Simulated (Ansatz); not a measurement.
# A thicker film of HfO2 (111) from four thinner ones

In a field along its normal an insulating film takes a dipole p. Written as a length, p/(ε₀AE), it should grow by 1 − 1/ε for each ångström added.

How it was computed: Ansatz 0.2.0, plane waves with PAW datasets (its set soft_2), PBE; fluorite films relaxed at a bulk in-plane lattice constant near the measured one, then held in weak fields of both signs with a dipole correction (A is the cell's area, E the outer field).

| run | distance between the outer atoms (Å) | p/(ε₀AE) (Å) |
| --- | --- | --- |
| 2 units | 4.441 | 5.196 |
| 3 units | 7.419 | 7.602 |
| 4 units | 10.373 | 9.998 |
| 5 units | 13.328 | 12.395 |
| 6 units | 16.284 | ? |

Q: Estimate the withheld value from the rows shown.

A least-squares line through the 4 rows shown has slope 0.8102 and intercept 1.5949; no row lies more than 0.004 Å off it. That slope means ε = 1/(1 − 0.8102) = 5.27. At 16.284 it gives 0.8102 × 16.284 + 1.5949 = 14.788 Å, beyond the rows fitted. Rounding and scatter of the rows alone allow about ±0.006 Å there.

The run itself gives 14.792 Å: a miss of +0.004 Å, or 0.0 % of the value. The length is met to within 1 %, though ε is more sensitive than the length: the two thickest films give ε = 5.29.

Caveats: This is the electronic response alone. A unit is one step of the cut along the normal (a plane, a pair of planes or a cell), and the layers relax along it, away from their bulk spacing where the functional's lattice constant differs from the one held.
